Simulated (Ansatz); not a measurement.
# Mg on Mo(110): change of the work function

Aim: the work function of Mo(110) at several coverages of Mg (hollow site), and the dipole that each adsorbate carries.

Calculated with Ansatz 0.2.0; plane-wave DFT, PBE, Ansatz PAW.

### Step 1. Starting point

The cell holds 4 atoms: 4 Mo. Cell: a = 2.728 Å, b = 2.728 Å, c = 24.682 Å, α = 90.0°, β = 90.0°, γ = 70.5°. Vacuum lies along c.

Coordinates:

```cif
data_structure
_symmetry_space_group_name_H-M 'P 1'
_symmetry_Int_Tables_number 1
_cell_length_a 2.7280
_cell_length_b 2.7280
_cell_length_c 24.6822
_cell_angle_alpha 90.000
_cell_angle_beta 90.000
_cell_angle_gamma 70.529
_cell_volume 173.18
loop_
_atom_site_label
_atom_site_type_symbol
_atom_site_fract_x
_atom_site_fract_y
_atom_site_fract_z
_atom_site_occupancy
Mo1 Mo 0.00000 0.00000 0.36464 1
Mo2 Mo 0.50000 0.50000 0.45488 1
Mo3 Mo 0.00000 0.00000 0.54512 1
Mo4 Mo 0.50000 0.50000 0.63536 1
```

### Step 2. The clean slab

The bare slab comes first, as the zero from which every change is counted. The two lowest layers are held at bulk places and the upper ones relax. The dipole correction removes the false field that a one-sided slab makes across the periodic vacuum, so each face gets a flat vacuum level of its own.

File input.yaml:

```yaml
crystal:
  lattice:
    - [2.2273863607, -1.575, 0.0]
    - [2.2273863607, 1.575, 0.0]
    - [0.0, 0.0, 24.6821590822]
  atoms:
    - { symbol: Mo, position: [0.0, 0.0, 0.3646358477] }
    - { symbol: Mo, position: [0.5, 0.5, 0.4548786159] }
    - { symbol: Mo, position: [0.0, 0.0, 0.5451213841] }
    - { symbol: Mo, position: [0.5, 0.5, 0.6353641523] }
kpoints:
  mp_grid: { grid: [12, 12, 1] }
hamiltonian:
  xc: pbe
scf:
  occupations: { method: fermi_dirac, width: 0.1 }
  convergence: { dr2_threshold: 1.0e-08 }
efield:
  axis: 3
  dipole_correction: true
  ramp_position: 0.97
  ramp_width: 0.06
relax:
  f_tol: 0.02
  max_steps: 60
  constraints: [{ sites: [0, 1] }]
output:
  write_potential: true
  write_density: true
  volumetric_format: npy
```

Command:

```bash
$ ansatz run input.yaml --threads 4 --pin off --max-ram 12288MiB --backend cpu --events-out ev --progress --plain --runs-dir out
```

Numbers of over 12 decimals in the logs are rounded to 6 here.

What it wrote:

```text
Engine: ansatz 0.2.0, aarch64-unknown-linux-gnu
Pseudopotentials: kind: paw
Pseudopotential: Mo, paw, valence charge 14, recommended cutoff 420 eV (normal), Mo.paw.azcp
Functional definition: PBE
  parameter kappa = 0.804
  parameter beta = 0.066725
  exchange = pbe_x(kappa = kappa, mu = beta*pi^2/3)
  correlation = pbe_c(beta = beta)
Crystal: 4 atoms, lattice volume = 173.177 Å³
Basis set: ecut = 420 eV, 3445 PW (Γ), exchange–correlation on 40×40×360 points (8 copies of the dense FFT grid, shifted against one another)
Bands: 34, of which v1, the nominal top of the filled ones, is band 28 counted from 1 (27 counted from 0)
Symmetry: 4 space group operations
k-points: 43 of 144
Non-local potential: Mo, projectors of the file, l = 0: 3, l = 1: 2, l = 2: 2, l = 3: 1
PAW form: soft (Blöchl's): semilocal exchange-correlation on the pseudo side does not see the compensation charge
PAW one-centre angular grid: Mo, 590 points (default); XC on 64 Gauss nodes
Initial density: superposition of atomic densities (neutral atoms: chi_scale 0, normalization atom), corrected by the library's trained network
Initial wavefunctions: pseudopotential atomic-orbital guess
Functional: x = pbe(κ = 0.804, μ = 0.219515), c = pbe(β = 0.066725)
SCF iter   1: F=—  HF=-19821.647128 eV  |F-HF|=—  |Δ(HF+E_count)|=         —  Δρ=3.78e-3  dr2=1.40e-1  ethr=1.77e-3  p=-0.000 e·Å  D=-4.77e-14 V/Å  ΔV_dip=0.00 eV  dr2_dipole=1.17e-6  V_vac-E_F(+/−)=4.86/4.86 eV  ⟨swp⟩=8.9  Hψ=15645  notcnv=0  defer=5
efield: sawtooth ramp at fractional position 0.9700 (set: `efield.ramp_position`, or a place that a band, a saddle search or an elastic batch's reference lends), width 0.0600; the density the first Hamiltonian is built on has a dipole p = -0.000 e·Å; the dipole correction subtracts the counter field D = -4.77e-14 V/Å, which shifts the + side's vacuum level by +0.00 eV against the − side's; the planar-averaged density in the ramp window peaks in size at 1.4e-5 e/Å³
automatic band count: the SCF goes on with 40 bands, as 34 were too few: the levels above may hold too much charge
preconditioner: auto → LDOS  [metal: Δε(μ)=0.026 eV  Ē_g=5.170 eV  σ=0.100 eV  W_gap=0.07  n_scr=16 (ndim 8)  ℏωp=13.8 eV  f_vac=0.563  D(μ)=3.57/eV (n_scr^D=14)  β→1.0]
SCF iter   2: F=—  HF=-19821.643445 eV  |F-HF|=—  |Δ(HF+E_count)|=   3.68e-3  Δρ=1.93e-3  dr2=1.96e-2  ethr=2.50e-4  p=0.000 e·Å  D=4.94e-6 V/Å  ΔV_dip=-0.00 eV  dr2_dipole=1.04e-6  V_vac-E_F(+/−)=4.70/4.70 eV  ⟨swp⟩=2.1  Hψ=2763  notcnv=0  defer=21
SCF iter   3: F=—  HF=-19821.641435 eV  |F-HF|=—  |Δ(HF+E_count)|=   2.01e-3  Δρ=5.02e-4  dr2=1.45e-3  ethr=3.50e-5  p=0.000 e·Å  D=3.71e-6 V/Å  ΔV_dip=-0.00 eV  dr2_dipole=1.26e-7  V_vac-E_F(+/−)=4.72/4.72 eV  ⟨swp⟩=2.2  Hψ=2388  notcnv=0  defer=21
SCF iter   4: F=—  HF=-19821.641192 eV  |F-HF|=—  |Δ(HF+E_count)|=   2.43e-4  Δρ=1.36e-4  dr2=7.48e-5  ethr=2.60e-6  p=0.000 e·Å  D=1.73e-6 V/Å  ΔV_dip=-0.00 eV  dr2_dipole=3.25e-8  V_vac-E_F(+/−)=4.71/4.71 eV  ⟨swp⟩=3.0  Hψ=2598  notcnv=0  defer=21
SCF iter   5: F=—  HF=-19821.641218 eV  |F-HF|=—  |Δ(HF+E_count)|=   2.63e-5  Δρ=3.96e-5  dr2=6.14e-6  ethr=1.34e-7  p=0.000 e·Å  D=1.87e-7 V/Å  ΔV_dip=-0.00 eV  dr2_dipole=7.65e-10  V_vac-E_F(+/−)=4.70/4.70 eV  ⟨swp⟩=2.6  Hψ=2473  notcnv=0  defer=21
SCF iter   6: F=—  HF=-19821.641292 eV  |F-HF|=—  |Δ(HF+E_count)|=   7.41e-5  Δρ=1.55e-5  dr2=8.69e-7  ethr=1.10e-8  p=-0.000 e·Å  D=-9.80e-8 V/Å  ΔV_dip=0.00 eV  dr2_dipole=2.52e-12  V_vac-E_F(+/−)=4.70/4.70 eV  ⟨swp⟩=2.1  Hψ=2413  notcnv=0  defer=21
SCF iter   7: F=—  HF=-19821.641293 eV  |F-HF|=—  |Δ(HF+E_count)|=   4.78e-7  Δρ=4.02e-6  dr2=7.37e-8  ethr=1.55e-9  p=-0.000 e·Å  D=-1.26e-7 V/Å  ΔV_dip=0.00 eV  dr2_dipole=3.54e-11  V_vac-E_F(+/−)=4.69/4.69 eV  ⟨swp⟩=2.1  Hψ=2303  notcnv=0  defer=21
SCF iter   8: F=-19821.641293 eV  HF=-19821.641293 eV  |F-HF|=4.35e-9  |Δ(HF+E_count)|=   8.38e-8  Δρ=1.47e-6  dr2=6.61e-9  ethr=1.79e-11  p=-0.000 e·Å  D=-2.54e-8 V/Å  ΔV_dip=0.00 eV  dr2_dipole=1.82e-12  V_vac-E_F(+/−)=4.69/4.69 eV  ⟨swp⟩=10.7  Hψ=11443  notcnv=0
SCF 1 converged in 8 iterations: F = -19821.641293 eV  dr2 = 6.61e-9
  greatest PAW one-centre occupation: 0.998 electrons in one spin orbital (limit 2), on the Mo atom at site 0 (counted from 0), in its partial waves of l = 0
relax step   1: F+E_penalty+E_count = -19821.64129266 eV  Δ(F+E_penalty+E_count) = +0.000e0 eV  max|allowed force component| = 6.071e-1 eV/Å  Δτ_max = 0.0000 Å  (8 SCF iters, accepted)
Bands: 40, of which v1, the nominal top of the filled ones, is band 28 counted from 1 (27 counted from 0)
Initial density: handed on by an earlier stage of this run
Initial wavefunctions: those handed on with the density
iter 1 solved again at ethr=6.81e-4 eV; its pass at ethr=3.10e-3 eV (dr2=3.81e-1 eV) is discarded
SCF iter   1: F=—  HF=-19821.655298 eV  |F-HF|=—  |Δ(HF+E_count)|=         —  Δρ=9.01e-3  dr2=3.79e-1  ethr=6.81e-4  p=0.000 e·Å  D=7.10e-7 V/Å  ΔV_dip=-0.00 eV  dr2_dipole=2.16e-3  V_vac-E_F(+/−)=4.71/4.71 eV  ⟨swp⟩=1.6  Hψ=6582  notcnv=0  defer=26
efield: sawtooth ramp at fractional position 0.9700 (set: `efield.ramp_position`, or a place that a band, a saddle search or an elastic batch's reference lends), width 0.0600; the density the first Hamiltonian is built on has a dipole p = 0.000 e·Å; the dipole correction subtracts the counter field D = 7.10e-7 V/Å, which shifts the + side's vacuum level by -0.00 eV against the − side's; the planar-averaged density in the ramp window peaks in size at 3.6e-6 e/Å³
preconditioner: auto → LDOS  [metal: Δε(μ)=0.032 eV  Ē_g=5.280 eV  σ=0.100 eV  W_gap=0.08  n_scr=16 (ndim 8)  ℏωp=13.8 eV  f_vac=0.569  D(μ)=3.64/eV (n_scr^D=14)  β→1.0]
SCF iter   2: F=—  HF=-19821.637649 eV  |F-HF|=—  |Δ(HF+E_count)|=   1.76e-2  Δρ=4.01e-3  dr2=1.08e-1  ethr=6.78e-4  p=0.007 e·Å  D=7.44e-3 V/Å  ΔV_dip=-0.18 eV  dr2_dipole=1.22e-3  V_vac-E_F(+/−)=4.51/4.69 eV  ⟨swp⟩=2.3  Hψ=2710  notcnv=0  defer=26
SCF iter   3: F=—  HF=-19821.629265 eV  |F-HF|=—  |Δ(HF+E_count)|=   8.38e-3  Δρ=1.79e-3  dr2=1.82e-2  ethr=1.92e-4  p=0.006 e·Å  D=6.37e-3 V/Å  ΔV_dip=-0.16 eV  dr2_dipole=2.87e-4  V_vac-E_F(+/−)=4.55/4.71 eV  ⟨swp⟩=2.4  Hψ=3010  notcnv=0  defer=26
SCF iter   4: F=—  HF=-19821.625513 eV  |F-HF|=—  |Δ(HF+E_count)|=   3.75e-3  Δρ=4.20e-4  dr2=7.00e-4  ethr=3.26e-5  p=0.007 e·Å  D=7.29e-3 V/Å  ΔV_dip=-0.18 eV  dr2_dipole=1.75e-5  V_vac-E_F(+/−)=4.52/4.70 eV  ⟨swp⟩=3.0  Hψ=2790  notcnv=0  defer=26
[...]
SCF iter   2: F=—  HF=-19821.665867 eV  |F-HF|=—  |Δ(HF+E_count)|=   3.93e-3  Δρ=2.32e-3  dr2=4.41e-2  ethr=1.98e-4  p=0.006 e·Å  D=6.20e-3 V/Å  ΔV_dip=-0.15 eV  dr2_dipole=3.08e-3  V_vac-E_F(+/−)=4.55/4.71 eV  ⟨swp⟩=2.0  Hψ=2819  notcnv=0  defer=26
SCF iter   3: F=—  HF=-19821.662932 eV  |F-HF|=—  |Δ(HF+E_count)|=   2.93e-3  Δρ=8.29e-4  dr2=4.40e-3  ethr=7.87e-5  p=0.006 e·Å  D=6.03e-3 V/Å  ΔV_dip=-0.15 eV  dr2_dipole=6.38e-4  V_vac-E_F(+/−)=4.55/4.70 eV  ⟨swp⟩=2.0  Hψ=2289  notcnv=0  defer=26
SCF iter   4: F=—  HF=-19821.662281 eV  |F-HF|=—  |Δ(HF+E_count)|=   6.51e-4  Δρ=2.74e-4  dr2=4.17e-4  ethr=7.86e-6  p=0.005 e·Å  D=5.32e-3 V/Å  ΔV_dip=-0.13 eV  dr2_dipole=6.02e-5  V_vac-E_F(+/−)=4.57/4.70 eV  ⟨swp⟩=3.5  Hψ=3103  notcnv=0  defer=26
SCF iter   5: F=—  HF=-19821.662247 eV  |F-HF|=—  |Δ(HF+E_count)|=   3.44e-5  Δρ=7.82e-5  dr2=1.95e-5  ethr=7.44e-7  p=0.005 e·Å  D=5.03e-3 V/Å  ΔV_dip=-0.12 eV  dr2_dipole=1.52e-6  V_vac-E_F(+/−)=4.57/4.70 eV  ⟨swp⟩=2.5  Hψ=2528  notcnv=0  defer=26
SCF iter   6: F=—  HF=-19821.662255 eV  |F-HF|=—  |Δ(HF+E_count)|=   8.41e-6  Δρ=2.97e-5  dr2=1.83e-6  ethr=3.48e-8  p=0.005 e·Å  D=4.92e-3 V/Å  ΔV_dip=-0.12 eV  dr2_dipole=6.07e-9  V_vac-E_F(+/−)=4.57/4.70 eV  ⟨swp⟩=2.1  Hψ=2353  notcnv=0  defer=26
SCF iter   7: F=—  HF=-19821.662328 eV  |F-HF|=—  |Δ(HF+E_count)|=   7.26e-5  Δρ=1.27e-5  dr2=5.23e-7  ethr=3.28e-9  p=0.005 e·Å  D=4.84e-3 V/Å  ΔV_dip=-0.12 eV  dr2_dipole=2.79e-8  V_vac-E_F(+/−)=4.58/4.70 eV  ⟨swp⟩=2.2  Hψ=2457  notcnv=0  defer=26
SCF iter   8: F=—  HF=-19821.662328 eV  |F-HF|=—  |Δ(HF+E_count)|=   8.18e-8  Δρ=2.77e-6  dr2=3.21e-8  ethr=9.33e-10  p=0.005 e·Å  D=4.83e-3 V/Å  ΔV_dip=-0.12 eV  dr2_dipole=1.62e-9  V_vac-E_F(+/−)=4.58/4.70 eV  ⟨swp⟩=2.8  Hψ=3060  notcnv=0  defer=26
SCF iter   9: F=-19821.662328 eV  HF=-19821.662328 eV  |F-HF|=6.61e-9  |Δ(HF+E_count)|=   1.92e-8  Δρ=8.01e-7  dr2=1.26e-9  ethr=1.79e-11  p=0.005 e·Å  D=4.82e-3 V/Å  ΔV_dip=-0.12 eV  dr2_dipole=8.80e-14  V_vac-E_F(+/−)=4.58/4.70 eV  ⟨swp⟩=10.0  Hψ=11105  notcnv=0
SCF 3 converged in 9 iterations: F = -19821.662328 eV  dr2 = 1.26e-9
relax step   3: F+E_penalty+E_count = -19821.66232783 eV  Δ(F+E_penalty+E_count) = -2.104e-2 eV  max|allowed force component| = 1.718e-1 eV/Å  Δτ_max = 0.0695 Å  (9 SCF iters, accepted)
SCF iter   1: F=—  HF=-19821.663910 eV  |F-HF|=—  |Δ(HF+E_count)|=         —  Δρ=8.39e-4  dr2=3.50e-3  ethr=6.23e-5  p=0.005 e·Å  D=4.82e-3 V/Å  ΔV_dip=-0.12 eV  dr2_dipole=1.17e-4  V_vac-E_F(+/−)=4.57/4.69 eV  ⟨swp⟩=2.4  Hψ=3395  notcnv=0  defer=26
efield: sawtooth ramp at fractional position 0.9700 (set: `efield.ramp_position`, or a place that a band, a saddle search or an elastic batch's reference lends), width 0.0600; the density the first Hamiltonian is built on has a dipole p = 0.005 e·Å; the dipole correction subtracts the counter field D = 4.82e-3 V/Å, which shifts the + side's vacuum level by -0.12 eV against the − side's; the planar-averaged density in the ramp window peaks in size at 4.2e-6 e/Å³
preconditioner: auto → LDOS  [metal: Δε(μ)=0.010 eV  Ē_g=5.198 eV  σ=0.100 eV  W_gap=0.02  n_scr=16 (ndim 8)  ℏωp=13.8 eV  f_vac=0.567  D(μ)=3.47/eV (n_scr^D=14)  β→1.0]
SCF iter   2: F=—  HF=-19821.663782 eV  |F-HF|=—  |Δ(HF+E_count)|=   1.29e-4  Δρ=4.26e-4  dr2=1.37e-3  ethr=6.24e-6  p=0.004 e·Å  D=4.06e-3 V/Å  ΔV_dip=-0.10 eV  dr2_dipole=2.10e-5  V_vac-E_F(+/−)=4.60/4.70 eV  ⟨swp⟩=2.0  Hψ=2569  notcnv=0  defer=26
SCF iter   3: F=—  HF=-19821.663686 eV  |F-HF|=—  |Δ(HF+E_count)|=   9.57e-5  Δρ=1.70e-4  dr2=1.67e-4  ethr=2.44e-6  p=0.004 e·Å  D=4.18e-3 V/Å  ΔV_dip=-0.10 eV  dr2_dipole=3.14e-6  V_vac-E_F(+/−)=4.59/4.69 eV  ⟨swp⟩=2.0  Hψ=2242  notcnv=0  defer=26
SCF iter   4: F=—  HF=-19821.663652 eV  |F-HF|=—  |Δ(HF+E_count)|=   3.40e-5  Δρ=4.02e-5  dr2=5.53e-6  ethr=2.98e-7  p=0.004 e·Å  D=4.07e-3 V/Å  ΔV_dip=-0.10 eV  dr2_dipole=5.64e-7  V_vac-E_F(+/−)=4.60/4.70 eV  ⟨swp⟩=3.4  Hψ=3040  notcnv=0  defer=26
SCF iter   5: F=—  HF=-19821.663725 eV  |F-HF|=—  |Δ(HF+E_count)|=   7.28e-5  Δρ=1.23e-5  dr2=5.70e-7  ethr=9.88e-9  p=0.004 e·Å  D=3.99e-3 V/Å  ΔV_dip=-0.10 eV  dr2_dipole=4.14e-8  V_vac-E_F(+/−)=4.60/4.70 eV  ⟨swp⟩=2.7  Hψ=2634  notcnv=0  defer=26
SCF iter   6: F=—  HF=-19821.663725 eV  |F-HF|=—  |Δ(HF+E_count)|=   2.09e-7  Δρ=3.79e-6  dr2=5.80e-8  ethr=1.02e-9  p=0.004 e·Å  D=3.95e-3 V/Å  ΔV_dip=-0.10 eV  dr2_dipole=2.21e-9  V_vac-E_F(+/−)=4.60/4.70 eV  ⟨swp⟩=2.3  Hψ=2338  notcnv=0  defer=26
SCF iter   7: F=-19821.663725 eV  HF=-19821.663725 eV  |F-HF|=3.94e-9  |Δ(HF+E_count)|=   3.95e-8  Δρ=1.56e-6  dr2=8.46e-9  ethr=1.79e-11  p=0.004 e·Å  D=3.94e-3 V/Å  ΔV_dip=-0.10 eV  dr2_dipole=2.54e-10  V_vac-E_F(+/−)=4.60/4.70 eV  ⟨swp⟩=10.8  Hψ=11522  notcnv=0
SCF 4 converged in 7 iterations: F = -19821.663725 eV  dr2 = 8.46e-9
relax step   4: F+E_penalty+E_count = -19821.66372504 eV  Δ(F+E_penalty+E_count) = -1.397e-3 eV  max|allowed force component| = 6.160e-3 eV/Å  Δτ_max = 0.0105 Å  (7 SCF iters, accepted)
NSCF: frozen V_eff on 43 k-points
the band table was solved once a step of the walk had ended and its energy, with any forces and stress, was formed, with the checks that follow a solve (8311 applications of the Hamiltonian). They found nothing against the state; the energy, forces and stress were not computed again (output.eigenvalues in the input reference)
SCF converged after 7 iterations
Free energy (F): -19821.663725 eV
Harris-Foulkes:  -19821.663725 eV  (|F-HF|=3.94e-9)
Internal energy: -19821.546906 eV  (E = F + TS)
E sigma→0 (E₀):  -19821.605316 eV
Entropy (-TS):   -0.116819 eV (-29.205 meV/atom)
Fermi energy:    4.749028 eV
Dipole field:    D = 0.003959 V/Å  (p = 0.003789 e·Å, saw-weighted, corrected)
Work function:   Φ+ = 4.5981 eV   Φ− = 4.6959 eV
Levels:          The Fermi level and band energies are counted from a zero that moves with the ramp; work functions are not
--- Per-component energies (eV) ---
  E_band       = -1128.803111
  E_kinetic    = 1758.636080
  E_local      = -73076.345041  (includes V_loc(G=0)·N_el)
  E_nonlocal   = 573.008628
  E_hartree    = 35551.715061
  E_xc         = -730.509319
  E_vxc        = -911.323819  (∫ρ·V_xc dr)
  E_paw        = -12805.328644  (= ΣΔE_a)
  E_vpaw       = -576.218630  (= ΣTr[D̂ρ^β])
  E_aug_tail   = 0.000170  (compensation charges beyond the density's cutoff)
  E_efield     = 0.000007  (sawtooth field / dipole correction)
  E_vefield    = 0.002053  (∫n·V_field dr)
  E_ewald      = 28907.276150
  E_smearing   = -0.116819  (= −TS)
  E_closure    = -0.000000  (closes the sum)
  Σ components = -19821.663725   (vs F -19821.663725, Δ=0.00e0)
--- Forces (eV/Å), atoms counted from 1 ---
  atom   1  Mo     0.00000000     0.00000000     0.48968418
  atom   2  Mo     0.00000000    -0.00000000    -0.48732710
  atom   3  Mo     0.00000000    -0.00000000    -0.00615965
  atom   4  Mo     0.00000000     0.00000000     0.00374722
  max |Σ_I F_I| component: 5.54e-5 eV/Å
--- Band table (eV; the first three rows and the last of 43) ---
  k-point 0: bands = [... 24 lower, 3.2679, 3.3587, 3.5222, 3.7666, 4.8655, 5.1015, 5.8499, 5.9160, ... 8 higher]
  k-point 1: bands = [... 24 lower, 3.1262, 3.2374, 3.5562, 3.9741, 4.5550, 5.1890, 5.4643, 5.7715, ... 8 higher]
  k-point 2: bands = [... 24 lower, 2.9540, 3.0742, 3.7021, 3.9784, 4.4501, 4.6794, 5.6510, 5.7078, ... 8 higher]
  k-point 42: bands = [... 24 lower, 3.2412, 5.2680, 5.2859, 5.5507, 5.7353, 6.1980, 7.4154, 7.7054, ... 8 higher]
--- Relaxed structure (4 steps of the walk, 3 accepted, 0 SCFs on fresh bases) ---
  F+E_penalty+E_count = -19821.66372504 eV   max|allowed force component| = 6.160e-3 eV/Å
  atoms:
    - { symbol: Mo, position: [0.0, 0.0, 0.364636] }
    - { symbol: Mo, position: [0.500000, 0.500000, 0.454879] }
    - { symbol: Mo, position: [-3.918100186470955e-19, 3.918100186470955e-19, 0.546022] }
    - { symbol: Mo, position: [0.500000, 0.500000, 0.632974] }
```

It took 20 s on 4 threads of Arm Neoverse V2, shared host; peak memory 0.58 GiB; 77 s of CPU time.

Step by step:

```tsv
step	energy less that of the first step (eV)	largest force component (eV/Å)
1	0.0000	0.6071
2	0.0156	0.8030
3	-0.0210	0.1718
4	-0.0224	0.0062
```

Relaxation step 2 was tried and not accepted.

The run keeps the 4 symmetry operations that it works with, so distortions that break them were not tested.

The atoms that moved most (Å):

```tsv
atom	dx	dy	dz	length
Mo4	0.000	0.000	-0.059	0.059
Mo3	0.000	0.000	0.022	0.022
```

Final coordinates:

```xyz
4
Lattice="2.2274 -1.5750 0.0000 2.2274 1.5750 0.0000 0.0000 0.0000 24.6822" Properties=species:S:1:pos:R:3
Mo    0.0000    0.0000    9.0000
Mo    2.2274    0.0000   11.2274
Mo    0.0000    0.0000   13.4770
Mo    2.2274    0.0000   15.6232
```

This step gave:

| Quantity | Value |
| --- | --- |
| energy at zero smearing | -19821.6053 eV |
| work function, upper face | 4.598 eV |
| work function, lower face | 4.696 eV |
| dipole along the normal | 0.003789 e·Å |
| step between the vacuum levels | -0.09771 eV |

Running mean over 2.227 Å of the planar mean; the ramp of the sawtooth is left out. Electron's electrostatic potential energy less the Fermi level against z:

z (Å), electron's electrostatic potential energy less the Fermi level (eV) and a bar from the least value:
```
        4        4.7 ##############################
        5        4.7 ##############################
        6        4.6 ##############################
        7        3.2 ############################
        8       -6.0 ############
        9      -12.4 ##
       10      -12.7 #
       11      -12.9 #
       12      -12.7 #
       13      -12.8 #
       14      -13.4 
       15      -13.3 
       16      -11.5 ###
       17       -1.5 ####################
       18        4.0 #############################
       19        4.5 ##############################
       20        4.6 ##############################
       21        4.6 ##############################
```

The relaxation took 4 steps and lowered the energy by 0.022 eV; the largest force on the free atoms ends at 0.0062 eV/Å.

The work function of the upper face is 4.60 eV.

(Continued in part 2 of 6.)

[Logs are printed without paths, hosts, clocks, repeated set-up lines and the standing remarks that a program may print on its own settings, such as how far it seeks lower states.]

[Hosts, paths, dates, database ids (printed as entryN), source tags and the programs' standing remarks are cut or masked in the printed files.]

[Maps of the electrostatic potential energy from Ansatz leave out the sawtooth potential of an applied field or a dipole correction, so their vacuum need not be flat; planar profiles and work functions include it.]
